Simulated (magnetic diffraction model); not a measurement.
**La2ScFeO5: the ordered moment from one line**

Space group Ima2 (no. 46), a = 16.2390 Å, b = 5.7330 Å, c = 5.7140 Å.

```
site  atom       x       y       z
  8c    La  0.8744  0.4954  0.0035
  4a    Fe       0     1/2  0.5110
  4b    Sc     3/4  0.0024  0.0260
  4b     O     3/4  0.7787  0.3062
  8c     O  0.8763  0.4020  0.5358
  8c     O  0.5303  0.7623  0.7476
```

The compound is invented for this exercise: a known structure type with other elements, its cell scaled to their sizes and not relaxed.

Only Fe is taken to order (form factors of Fe2+); orders and moment sizes are assumed, and not adapted to the symmetry. Radiation: neutrons of λ = 1.909 Å, 8° to 45°; isotropic B of 0.6 Å² (La), 0.68 Å² (Fe), 0.61 Å² (Sc) and 0.95 Å² (O). The intensities are simulated: I ∝ L Σ (|F_N|² + |F_M⊥|²) for unpolarised neutrons, with F_M = 2.695 fm/μB × Σ f(s) S exp(2πi Q·r) exp(−B s²) at Q = H ± k (one set where k and −k are equivalent), only the part normal to Q counting and L = 1/(sin²θ cos θ). For collinear order S is the moment m, which repeats by lattice and centring translations R with the sign exp(−2πi k·R). Form factors are spin-only for 3d ions and dipole or tabulated for f ions, scattering lengths are Sears's of 1992, and absorption is left out. A label names one of the reflections at its angle. The strongest nuclear line in the range is 100, and lines under 0.2 are left out.

In a first state the assumed order is k = (0 0 1), collinear moments along [001], 3.26 μB on Fe; signs + at (0, 1/2, 0.5110), + at (0, 0, 0.0110), with this pattern:

| 2θ (°) | index | nuclear | magnetic |
| --- | --- | --- | --- |
| 13.50 | (2 0 0) | 1.2 | 0.0 |
| 20.31 | (3 0 0) | 0.0 | 7.0 |
| 20.34 | (1 1 0) | 1.5 | 0.0 |
| 27.20 | (4 0 0) | 3.7 | 0.0 |
| 27.28 | (0 1 1) | 25.8 | 0.0 |
| 28.07 | (3 1 0) | 2.2 | 0.0 |
| 28.14 | (1 1 1) | 0.0 | 6.7 |
| 30.56 | (2 1 1) | 2.7 | 0.0 |
| 34.18 | (5 0 0) | 0.0 | 1.9 |
| 34.25 | (3 1 1) | 0.0 | 5.1 |
| 38.90 | (0 2 0) | 19.6 | 0.0 |
| 38.90 | (4 1 1) | 100.0 | 0.0 |
| 39.03 | (0 0 2) | 32.9 | 0.0 |
| 39.48 | (5 1 0) | 23.0 | 0.0 |
| 39.53 | (1 2 0) | 0.0 | 2.5 |
| 41.30 | (6 0 0) | 0.4 | 0.0 |
(The table stops after 16 lines; 7 more lie at higher angle.)

**Question.** Nearer the ordering temperature the line at 20.31° has total intensity 0.6 on the same scale, and all moments have shrunk alike. How large is the Fe moment?

The nuclear part, 0.0, stays, so the magnetic part is 0.6 against 7.0. It goes as m², so m = 3.26 × √(0.6/7.0) = 0.95 μB; the value used was 0.98 μB.

[Logs are printed without paths, hosts, clocks, repeated set-up lines and the standing remarks that a program may print on its own settings, such as how far it seeks lower states.]
